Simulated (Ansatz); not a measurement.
# MgO2 (R-3m): phonons and vibrational spectra

How does MgO2 (R-3m) vibrate, and is this structure a minimum?

Main program and level: Ansatz 0.2.0; DFT PBEsol+D3(BJ), scalar-relativistic, plane waves, PAW.

## (1) The starting structure

The structure is trigonal, space group R-3m (No. 166). The conventional cell has a = 3.210 Å, b = 3.210 Å, c = 10.482 Å, α = 90.00°, β = 90.00°, γ = 120.00°. Nearest to Mg lie 6 O at 2.11 Å. Nearest to O lie 1 O at 1.49 Å and 3 Mg at 2.11 Å. Farther neighbours and most contacts between anions are not listed.

Coordinates:

```cif
data_structure
_symmetry_space_group_name_H-M 'P 1'
_symmetry_Int_Tables_number 1
_cell_length_a 3.9549
_cell_length_b 3.9549
_cell_length_c 3.9549
_cell_angle_alpha 47.878
_cell_angle_beta 47.878
_cell_angle_gamma 47.878
_cell_volume 31.17
loop_
_atom_site_label
_atom_site_type_symbol
_atom_site_fract_x
_atom_site_fract_y
_atom_site_fract_z
_atom_site_occupancy
Mg1 Mg 0.00000 0.00000 0.00000 1
O2 O 0.42879 0.42879 0.42879 1
O3 O 0.57121 0.57121 0.57121 1
```

## (2) Relaxation

The cell and atoms are relaxed, since residual forces and stress would shift the frequencies.

File input.yaml:

```yaml
crystal:
  lattice:
    - [1.604761016, 0.9265092046, 3.4939788749]
    - [-1.604761016, 0.9265092046, 3.4939788749]
    - [0.0, -1.8530184092, 3.4939788749]
  atoms:
    - { symbol: Mg, position: [0.0, 0.0, 0.0] }
    - { symbol: O, position: [0.428786, 0.428786, 0.428786] }
    - { symbol: O, position: [0.571214, 0.571214, 0.571214] }
kpoints:
  mp_grid: { grid: [9, 9, 9] }
hamiltonian:
  xc: pbesol
  dispersion: d3bj
scf:
  occupations: { method: gaussian, width: 0.02 }
output:
  forces: true
  stress: true
  eigenvalues: true
  write_density: true
  write_potential: true
  elf: true
  volumetric_format: npy
relax:
  adjacent_minimum: "off"
  f_tol: 0.005
  max_steps: 80
  cell: { stress_tol: 0.05 }
```

Command:

```sh
$ ansatz run input.yaml --threads 4 --pin off --max-ram 7168MiB --backend cpu --events-out ev --progress --plain --runs-dir out
```

Numbers of over 12 decimals in the logs are rounded to 6 here.

The program printed:

```text
Engine: ansatz 0.2.0, aarch64-unknown-linux-gnu
Pseudopotentials: kind: paw
Pseudopotential: Mg, paw, valence charge 10, recommended cutoff 420 eV (normal), Mg.paw.azcp
Pseudopotential: O, paw, valence charge 6, recommended cutoff 420 eV (normal), O.paw.azcp
Functional definition: PBEsol
  exchange = pbesol_x
  correlation = pbesol_c
Crystal: 3 atoms, lattice volume = 31.170 Å³
Basis set: ecut = 420 eV, 617 PW (Γ), exchange–correlation on 54×54×54 points (8 copies of the dense FFT grid, shifted against one another)
Bands: 15, of which v1, the nominal top of the filled ones, is band 11 counted from 1 (10 counted from 0)
Symmetry: 12 space group operations
Space group: R-3m (ITA 166), of the structure as read, at distance tolerance 3.1e-5 Å
k-points: 85 of 729
Non-local potential: Mg, projectors of the file, l = 0: 3, l = 1: 2, l = 2: 1
Non-local potential: O, projectors of the file, l = 0: 2, l = 1: 2, l = 2: 1
PAW form: soft (Blöchl's): semilocal exchange-correlation on the pseudo side does not see the compensation charge
PAW frozen core: Mg, regenerated for the run's functional, and the local potential with it (the file was generated under x = pbe(κ = 0.804, μ = 0.219515), c = pbe(β = 0.066725))
PAW frozen core: O, regenerated for the run's functional, and the local potential with it (the file was generated under x = pbe(κ = 0.804, μ = 0.219515), c = pbe(β = 0.066725))
PAW one-centre angular grid: Mg, 110 points (default); XC on 64 Gauss nodes
PAW one-centre angular grid: O, 110 points (default); XC on 64 Gauss nodes
Initial density: superposition of atomic densities (neutral atoms: chi_scale 0, normalization atom), corrected by the library's trained network
Initial wavefunctions: pseudopotential atomic-orbital guess
Functional: x = pbesol(κ = 0.804, μ = 0.123457), c = pbesol(β = 0.046)
SCF iter   1: F=—  HF=-3034.083796 eV  |F-HF|=—  |Δ(HF+E_count)|=         —  Δρ=1.34e-2  dr2=4.96e-2  ethr=1.77e-3  ⟨swp⟩=6.1  Hψ=6643  notcnv=0
preconditioner: auto → none  [insulator: Δε(μ)=2.294 eV  Ē_g=16.092 eV  σ=0.020 eV  W_gap=1.00  n_scr=14 (ndim 8)  ℏωp=24.9 eV  f_vac=0.038  D(μ)=0.00/eV (n_scr^D=0)  ε∞_Penn≈3.4]
SCF iter   2: F=—  HF=-3034.070815 eV  |F-HF|=—  |Δ(HF+E_count)|=   1.30e-2  Δρ=5.16e-3  dr2=4.50e-3  ethr=2.25e-4  ⟨swp⟩=2.0  Hψ=2791  notcnv=0
SCF iter   3: F=—  HF=-3034.069451 eV  |F-HF|=—  |Δ(HF+E_count)|=   1.36e-3  Δρ=1.34e-3  dr2=1.66e-4  ethr=2.04e-5  ⟨swp⟩=2.0  Hψ=2106  notcnv=0
SCF iter   4: F=—  HF=-3034.069570 eV  |F-HF|=—  |Δ(HF+E_count)|=   1.18e-4  Δρ=2.02e-4  dr2=3.52e-6  ethr=7.54e-7  ⟨swp⟩=2.0  Hψ=2122  notcnv=0
SCF iter   5: F=—  HF=-3034.069596 eV  |F-HF|=—  |Δ(HF+E_count)|=   2.58e-5  Δρ=1.75e-5  dr2=3.46e-8  ethr=1.60e-8  ⟨swp⟩=2.0  Hψ=1833  notcnv=0
SCF iter   6: F=-3034.069596 eV  HF=-3034.069596 eV  |F-HF|=7.99e-10  |Δ(HF+E_count)|=   3.33e-9  Δρ=3.00e-6  dr2=1.59e-9  ethr=1.57e-10  ⟨swp⟩=5.8  Hψ=7372  notcnv=0
SCF 1 converged in 6 iterations: F = -3034.069596 eV  dr2 = 1.59e-9
  greatest PAW one-centre occupation: 1.000 electrons in one spin orbital (limit 2), on the Mg atom at site 0 (counted from 0), in its partial waves of l = 0
relax step   1: F+E_penalty+E_count = -3034.06959564 eV  Δ(F+E_penalty+E_count) = +0.000e0 eV  max|allowed force component| = 3.026e-1 eV/Å  Δτ_max = 0.0000 Å  P = -7.082 GPa  Ω = 31.170 Å³  (6 SCF iters, dr2 threshold 1.00e-7 eV, accepted)
Crystal: 3 atoms, lattice volume = 30.408 Å³
Basis set: ecut = 420 eV, 599 PW (Γ), exchange–correlation on 54×54×54 points (8 copies of the dense FFT grid, shifted against one another)
Initial density: handed on by an earlier stage of this run
Initial wavefunctions: those handed on with the density
iter 1 solved again at ethr=1.95e-5 eV; its pass at ethr=3.10e-3 eV (dr2=4.30e-3 eV) is discarded
SCF iter   1: F=—  HF=-3034.101606 eV  |F-HF|=—  |Δ(HF+E_count)|=         —  Δρ=3.87e-3  dr2=4.29e-3  ethr=1.95e-5  ⟨swp⟩=1.0  Hψ=8000  notcnv=0
preconditioner: auto → none  [insulator: Δε(μ)=2.494 eV  Ē_g=16.419 eV  σ=0.020 eV  W_gap=1.00  n_scr=14 (ndim 8)  ℏωp=25.2 eV  f_vac=0.031  D(μ)=0.00/eV (n_scr^D=0)  ε∞_Penn≈3.4]
SCF iter   2: F=—  HF=-3034.099907 eV  |F-HF|=—  |Δ(HF+E_count)|=   1.70e-3  Δρ=1.11e-3  dr2=2.55e-4  ethr=1.95e-5  ⟨swp⟩=2.0  Hψ=2040  notcnv=0
SCF iter   3: F=—  HF=-3034.099904 eV  |F-HF|=—  |Δ(HF+E_count)|=   2.44e-6  Δρ=3.83e-4  dr2=2.41e-5  ethr=1.16e-6  ⟨swp⟩=2.7  Hψ=1954  notcnv=0
SCF iter   4: F=—  HF=-3034.099911 eV  |F-HF|=—  |Δ(HF+E_count)|=   6.49e-6  Δρ=1.66e-4  dr2=7.06e-6  ethr=1.09e-7  ⟨swp⟩=2.0  Hψ=1709  notcnv=0
SCF iter   5: F=-3034.099909 eV  HF=-3034.099909 eV  |F-HF|=5.54e-8  |Δ(HF+E_count)|=   1.48e-6  Δρ=2.53e-5  dr2=6.54e-8  ethr=1.36e-9  ⟨swp⟩=7.4  Hψ=8181  notcnv=0
SCF 2 converged in 5 iterations: F = -3034.099909 eV  dr2 = 6.54e-8
relax step   2: F+E_penalty+E_count = -3034.09990932 eV  Δ(F+E_penalty+E_count) = -3.031e-2 eV  max|allowed force component| = 1.606e-1 eV/Å  Δτ_max = 0.0001 Å  P = -3.792 GPa  Ω = 30.408 Å³  energy of the carried Pulay correction = +4.078e-3 eV  (5 SCF iters, dr2 threshold 3.00e-7 eV, accepted)
Crystal: 3 atoms, lattice volume = 29.476 Å³
Basis set: ecut = 420 eV, 575 PW (Γ), exchange–correlation on 54×54×54 points (8 copies of the dense FFT grid, shifted against one another)
iter 1 solved again at ethr=2.08e-5 eV; its pass at ethr=3.10e-3 eV (dr2=4.58e-3 eV) is discarded
SCF iter   1: F=—  HF=-3034.117280 eV  |F-HF|=—  |Δ(HF+E_count)|=         —  Δρ=4.46e-3  dr2=4.60e-3  ethr=2.08e-5  ⟨swp⟩=1.1  Hψ=7970  notcnv=0
preconditioner: auto → none  [insulator: Δε(μ)=2.605 eV  Ē_g=16.736 eV  σ=0.020 eV  W_gap=1.00  n_scr=8 (ndim 8)  ℏωp=25.6 eV  f_vac=0.025  D(μ)=0.00/eV (n_scr^D=0)  ε∞_Penn≈3.3]
SCF iter   2: F=—  HF=-3034.115610 eV  |F-HF|=—  |Δ(HF+E_count)|=   1.67e-3  Δρ=2.01e-3  dr2=4.51e-4  ethr=2.08e-5  ⟨swp⟩=2.0  Hψ=2039  notcnv=0
SCF iter   3: F=—  HF=-3034.115576 eV  |F-HF|=—  |Δ(HF+E_count)|=   3.36e-5  Δρ=6.21e-4  dr2=4.93e-5  ethr=2.05e-6  ⟨swp⟩=2.0  Hψ=1867  notcnv=0
SCF iter   4: F=—  HF=-3034.115591 eV  |F-HF|=—  |Δ(HF+E_count)|=   1.46e-5  Δρ=2.09e-4  dr2=7.66e-6  ethr=2.24e-7  ⟨swp⟩=2.0  Hψ=1744  notcnv=0
SCF iter   5: F=-3034.115591 eV  HF=-3034.115591 eV  |F-HF|=8.92e-8  |Δ(HF+E_count)|=   4.18e-7  Δρ=3.99e-5  dr2=1.28e-7  ethr=1.36e-9  ⟨swp⟩=7.7  Hψ=8817  notcnv=0
SCF 3 converged in 5 iterations: F = -3034.115591 eV  dr2 = 1.28e-7
relax step   3: F+E_penalty+E_count = -3034.11559075 eV  Δ(F+E_penalty+E_count) = -1.568e-2 eV  max|allowed force component| = 2.316e-2 eV/Å  Δτ_max = 0.0047 Å  P = +0.302 GPa  Ω = 29.476 Å³  energy of the carried Pulay correction = +9.213e-3 eV  (5 SCF iters, dr2 threshold 3.00e-7 eV, accepted)
[...]
relax step   4: F+E_penalty+E_count = -3034.11529400 eV  Δ(F+E_penalty+E_count) = +2.968e-4 eV  max|allowed force component| = 6.756e-3 eV/Å  Δτ_max = 0.0006 Å  P = +0.020 GPa  Ω = 29.561 Å³  energy of the carried Pulay correction = +8.734e-3 eV  (4 SCF iters, dr2 threshold 3.00e-7 eV, accepted)
[...]
relax step   5: F+E_penalty+E_count = -3034.11529965 eV  Δ(F+E_penalty+E_count) = -5.648e-6 eV  max|allowed force component| = 8.053e-4 eV/Å  Δτ_max = 0.0001 Å  P = -0.007 GPa  Ω = 29.561 Å³  energy of the carried Pulay correction = +8.734e-3 eV  (3 SCF iters, dr2 threshold 5.73e-8 eV, accepted)
[...]
relax step   6: F+E_penalty+E_count = -3034.10839764 eV  Δ(F+E_penalty+E_count) = +6.902e-3 eV  max|allowed force component| = 1.465e-3 eV/Å  Δτ_max = 0.0000 Å  P = -0.429 GPa  Ω = 29.561 Å³  stress off target by 5.87e-1 GPa  SCF on the basis re-selected at this cell (its energy is not comparable with the rows above)  (6 SCF iters)
[...]
relax step   7: F+E_penalty+E_count = -3034.10896357 eV  Δ(F+E_penalty+E_count) = -5.659e-4 eV  max|allowed force component| = 1.295e-4 eV/Å  Δτ_max = 0.0004 Å  P = -0.007 GPa  Ω = 29.478 Å³  energy of the carried Pulay correction = +4.482e-4 eV  (4 SCF iters, dr2 threshold 3.00e-7 eV, accepted)
iter 1 solved again at ethr=4.73e-8 eV; its pass at ethr=3.10e-3 eV (dr2=1.04e-5 eV) is discarded
SCF iter   1: F=—  HF=-3034.108517 eV  |F-HF|=—  |Δ(HF+E_count)|=         —  Δρ=3.04e-5  dr2=8.53e-8  ethr=4.73e-8  ⟨swp⟩=4.3  Hψ=10409  notcnv=0
preconditioner: auto → none  [insulator: Δε(μ)=2.611 eV  Ē_g=16.744 eV  σ=0.020 eV  W_gap=1.00  n_scr=8 (ndim 8)  ℏωp=25.6 eV  f_vac=0.031  D(μ)=0.00/eV (n_scr^D=0)  ε∞_Penn≈3.3]
SCF iter   2: F=—  HF=-3034.108531 eV  |F-HF|=—  |Δ(HF+E_count)|=   1.36e-5  Δρ=1.51e-5  dr2=1.39e-8  ethr=3.88e-10  ⟨swp⟩=2.3  Hψ=2004  notcnv=0
SCF iter   3: F=—  HF=-3034.108531 eV  |F-HF|=—  |Δ(HF+E_count)|=   1.27e-8  Δρ=4.57e-6  dr2=4.15e-9  ethr=6.30e-11  ⟨swp⟩=2.0  Hψ=1709  notcnv=0
SCF iter   4: F=-3034.108531 eV  HF=-3034.108531 eV  |F-HF|=1.73e-11  |Δ(HF+E_count)|=  4.59e-11  Δρ=3.60e-7  dr2=1.40e-11  ethr=1.00e-12  ⟨swp⟩=5.8  Hψ=6720  notcnv=0
SCF 8 converged in 4 iterations: F = -3034.108531 eV  dr2 = 1.40e-11
relax step   8: F+E_penalty+E_count = -3034.10853065 eV  Δ(F+E_penalty+E_count) = +4.329e-4 eV  max|allowed force component| = 1.600e-4 eV/Å  Δτ_max = 0.0000 Å  P = -0.021 GPa  Ω = 29.478 Å³  stress off target by 2.21e-2 GPa  SCF on the basis re-selected at this cell (its energy is not comparable with the rows above)  (4 SCF iters)
basis re-selected at this cell: Δ(F+E_penalty+E_count) = +4.329e-4 eV, ΔP = -0.014 GPa vs the last step (what re-selecting the basis moved, of the pressure what is left beyond the Pulay correction that the steps carried, after the strain that the cell walked since its last selection, with what the two solves' SCF thresholds leave and, on support functions, any second-order correction that the steps lacked; it is no m [...]
SCF converged after 4 iterations
Free energy (F): -3034.108531 eV
Harris-Foulkes:  -3034.108531 eV  (|F-HF|=1.73e-11)
Internal energy: -3034.108531 eV  (E = F + TS)
E sigma→0 (E₀):  -3034.108531 eV
Fermi energy:    8.309960 eV
--- Per-component energies (eV) ---
  E_band       = -341.290244
  E_kinetic    = 427.200437
  E_local      = -2101.046774  (includes V_loc(G=0)·N_el)
  E_nonlocal   = 192.924880
  E_hartree    = 730.449161
  E_xc         = -175.022155
  E_vxc        = -225.028178  (∫ρ·V_xc dr)
  E_paw        = -584.828383  (= ΣΔE_a)
  E_vpaw       = -96.243911  (= ΣTr[D̂ρ^β])
  E_aug_tail   = 0.004908  (compensation charges beyond the density's cutoff)
  E_ewald      = -1523.467479
  E_disp       = -0.452564  (pairwise vdW)
  E_core_change = 0.129438  (= ΣΔE_core)
  E_smearing   = -0.000000  (= −TS)
  E_closure    = -0.000000  (closes the sum)
  Σ components = -3034.108531   (vs F -3034.108531, Δ=0.00e0)
--- Forces (eV/Å), atoms counted from 1 ---
  atom   1  Mg    -0.00000000    -0.00000000     0.00000000
  atom   2  O      0.00000000     0.00000000    -0.00016002
  atom   3  O     -0.00000000    -0.00000000     0.00016002
  max |Σ_I F_I| component: 2.31e-18 eV/Å
--- Stress (GPa, compression-positive) ---
       -0.022064       0.000000       0.000000
        0.000000      -0.022064      -0.000000
        0.000000      -0.000000      -0.019115
  P = ⅓ Tr σ = -0.0211 GPa (-0.211 kbar)
--- Band table (eV; the first three rows and the last of 85) ---
  k-point 0: bands = [... 7 lower, 3.4740, 3.4740, 6.1566, 6.1566, 11.7373, 12.1406, 19.4136, 21.1247]
  k-point 1: bands = [... 7 lower, 3.1079, 3.4260, 6.0588, 6.1003, 11.9462, 12.4180, 19.4352, 20.8416]
  k-point 2: bands = [... 7 lower, 2.2693, 3.3094, 5.8799, 5.9608, 11.9181, 13.5285, 19.1576, 19.7003]
  k-point 84: bands = [... 7 lower, 2.7008, 2.8822, 6.6790, 6.9645, 9.7852, 12.4499, 17.0605, 20.3067]
--- Relaxed structure (6 steps of the walk, 6 accepted, 2 SCFs on fresh bases) ---
  F+E_penalty+E_count = -3034.10853065 eV   max|allowed force component| = 1.600e-4 eV/Å   (the final SCF, on the basis selected at the relaxed cell)
  cell:  # Å, volume = 29.4777 Å³
    - [1.571634, 0.907383, 3.445088]
    - [-1.571634, 0.907383, 3.445088]
    - [0, -1.814767, 3.445088]
  atoms:
    - { symbol: Mg, position: [0, 0, 0] }
    - { symbol: O, position: [0.429145, 0.429145, 0.429145] }
    - { symbol: O, position: [0.570855, 0.570855, 0.570855] }
```

Wall time 5.9 s (4 threads of Arm Neoverse V1, shared host); peak memory 0.34 GiB.

The steps of the relaxation:

| step | energy less that of the first step (eV) | largest force component (eV/Å) | pressure (GPa) | volume (Å³) |
| --- | --- | --- | --- | --- |
| 1 | 0.0000 | 0.3026 | -7.08 | 31.17 |
| 2 | -0.0303 | 0.1606 | -3.79 | 30.41 |
| 3 | -0.0460 | 0.0232 | 0.30 | 29.48 |
| 4 | -0.0457 | 0.0068 | 0.02 | 29.56 |
| 5 | -0.0457 | 0.0008 | -0.01 | 29.56 |
| 6* | -0.0388 | 0.0015 | -0.43 | 29.56 |
| 7 | -0.0394 | 0.0001 | -0.01 | 29.48 |
| 8* | -0.0389 | 0.0002 | -0.02 | 29.48 |

Relaxation steps marked * repeat the geometry before them on a plane-wave basis chosen anew for their cell, so energy and pressure can jump there.

Forces are held to the 12 operations that the run works with; a distortion that breaks them can't arise in this run.

| conventional cell, symmetrised | before | after | change |
| --- | --- | --- | --- |
| a (Å) | 3.210 | 3.143 | -2.1 % |
| b (Å) | 3.210 | 3.143 | -2.1 % |
| c (Å) | 10.482 | 10.335 | -1.4 % |
| volume (Å³/atom) | 10.39 | 9.83 | -5.4 % |

Final coordinates:

```xyz
3
Lattice="1.5716 0.9074 3.4451 -1.5716 0.9074 3.4451 0.0000 -1.8148 3.4451" Properties=species:S:1:pos:R:3 pbc="T T T"
Mg    0.0000    0.0000    0.0000
O     0.0000    0.0000    4.4353
O     0.0000    0.0000    5.8999
```

Numbers from this step:

* pressure: -0.02108 GPa
* gap on the k-mesh: 2.611 eV
* volume per atom: 9.826 Å³
* direct gap on mesh: 2.611 eV

Electrostatic potential energy in the ac plane of the conventional cell at fractional y = 0.000, with atoms of Mg and O within 0.2 Å of it. With pseudopotentials it is smooth inside the atoms' cores, unlike the true potential.

Ten even steps from '0' (-46 eV) to '9' (11 eV), each cell a mean:
```
00368999998620
56789999999876
99999999999999
99999999999999
99999999999999
99999999999999
99999988899999
99999888889999
67899888889987
12489999999731
01489999999630
45799999999975
23689999999852
01379999999620
23689988999853
89999888889998
99999888889999
99999999999999
99999999999999
99999999999999
99999999999999
88899999999988
33688999998753
00168999987500
```
Columns run along a (3.1 Å; values clipped at the 3rd and 97th percentile), rows up along c (10.3 Å), edges of the conventional cell, whose origin can differ from the input's. Atoms in or near the plane, at fractional coordinates: Mg at (0.00, 0.00), O at (0.00, 0.43), O at (0.00, 0.57).

ELF in the ac plane of the conventional cell at fractional y = 0.000, with atoms of Mg and O within 0.2 Å of it. It is the smooth field of the valence electrons, not physical close to the nuclei.

Values, 24 rows by 14 columns, each cell a mean:
```
0.34 0.37 0.30 0.12 0.09 0.24 0.31 0.32 0.30 0.19 0.08 0.16 0.34 0.36
0.21 0.18 0.10 0.13 0.35 0.60 0.68 0.70 0.67 0.53 0.27 0.10 0.12 0.19
0.02 0.02 0.06 0.20 0.41 0.56 0.62 0.63 0.61 0.52 0.36 0.15 0.04 0.02
0.01 0.01 0.03 0.07 0.13 0.18 0.22 0.23 0.21 0.17 0.11 0.06 0.02 0.01
0.01 0.02 0.04 0.10 0.21 0.32 0.38 0.40 0.37 0.28 0.17 0.08 0.03 0.01
0.02 0.03 0.09 0.24 0.47 0.65 0.73 0.75 0.72 0.60 0.41 0.18 0.06 0.03
0.03 0.04 0.07 0.16 0.31 0.42 0.45 0.46 0.45 0.39 0.27 0.13 0.05 0.03
0.18 0.18 0.15 0.11 0.08 0.07 0.07 0.08 0.07 0.07 0.09 0.13 0.16 0.18
0.56 0.59 0.59 0.48 0.27 0.09 0.04 0.03 0.04 0.14 0.34 0.53 0.60 0.58
0.54 0.70 0.84 0.84 0.69 0.32 0.09 0.04 0.12 0.45 0.75 0.85 0.81 0.65
0.37 0.58 0.78 0.77 0.63 0.33 0.09 0.04 0.13 0.44 0.69 0.79 0.74 0.52
0.63 0.60 0.48 0.35 0.22 0.10 0.03 0.02 0.05 0.14 0.26 0.39 0.53 0.61
0.52 0.59 0.62 0.53 0.39 0.18 0.06 0.03 0.07 0.25 0.43 0.57 0.63 0.57
0.39 0.61 0.83 0.84 0.71 0.37 0.11 0.05 0.15 0.50 0.77 0.85 0.78 0.55
0.61 0.71 0.80 0.76 0.56 0.23 0.06 0.03 0.08 0.34 0.64 0.78 0.78 0.68
0.43 0.44 0.41 0.29 0.14 0.05 0.04 0.04 0.04 0.07 0.18 0.33 0.42 0.43
0.08 0.08 0.08 0.09 0.12 0.15 0.16 0.16 0.16 0.15 0.11 0.09 0.08 0.08
0.02 0.03 0.08 0.22 0.43 0.58 0.64 0.65 0.63 0.54 0.37 0.17 0.06 0.03
0.02 0.02 0.07 0.20 0.40 0.57 0.65 0.67 0.63 0.52 0.34 0.15 0.05 0.02
0.01 0.01 0.03 0.06 0.12 0.19 0.24 0.25 0.23 0.17 0.10 0.05 0.02 0.01
0.01 0.02 0.05 0.12 0.21 0.30 0.34 0.36 0.34 0.28 0.19 0.09 0.03 0.02
0.05 0.04 0.06 0.21 0.46 0.65 0.71 0.73 0.70 0.60 0.39 0.15 0.05 0.04
0.33 0.29 0.16 0.09 0.23 0.48 0.57 0.59 0.56 0.40 0.17 0.10 0.21 0.31
0.26 0.34 0.36 0.16 0.06 0.12 0.16 0.17 0.16 0.10 0.06 0.22 0.38 0.31
```
Columns run along a (3.1 Å), rows up along c (10.3 Å), edges of the conventional cell, whose origin can differ from the input's. Atoms in or near the plane, at fractional coordinates: Mg at (0.00, 0.00), O at (0.00, 0.43), O at (0.00, 0.57).

Valence density in the ac plane of the conventional cell at fractional y = 0.000, with atoms of Mg and O within 0.2 Å of it. It is the smooth field of the valence electrons, not physical close to the nuclei.

Ten steps, logarithmic in the rise over the least value, from '_' (0 e/Å³) to '@' (24 e/Å³), each cell a mean:
```
@@%%++::..............--**%%
--::..........::..........--
________......::....________
____________......__________
__________..........________
________....::::::....______
________......::....________
..__________......__________
----::....__________..::----
****++--::..______..::==++**
****++--::________..::==++**
++==--::..__________..::====
++++==::..__________..--==++
####++--::..______..::==**##
++++==--....______..::--==++
::::......__________....::::
__________..........________
________....::::::....______
________....::::....________
____________......__________
__________..........________
________....::::......______
**++::..................--++
@@@@**::..____..____..--##@@
```
Columns run along a (3.1 Å), rows up along c (10.3 Å), edges of the conventional cell, whose origin can differ from the input's. Atoms in or near the plane, at fractional coordinates: Mg at (0.00, 0.00), O at (0.00, 0.43), O at (0.00, 0.57).

In this step the volume went from 10.39 to 9.83 Å³/atom.

(Part 1 of 3 ends here.)

[Logs are printed without paths, hosts, clocks, repeated set-up lines and the standing remarks that a program may print on its own settings, such as how far it seeks lower states.]

[Hosts, paths, dates, database ids (printed as entryN), source tags and the programs' standing remarks are cut or masked in the printed files.]
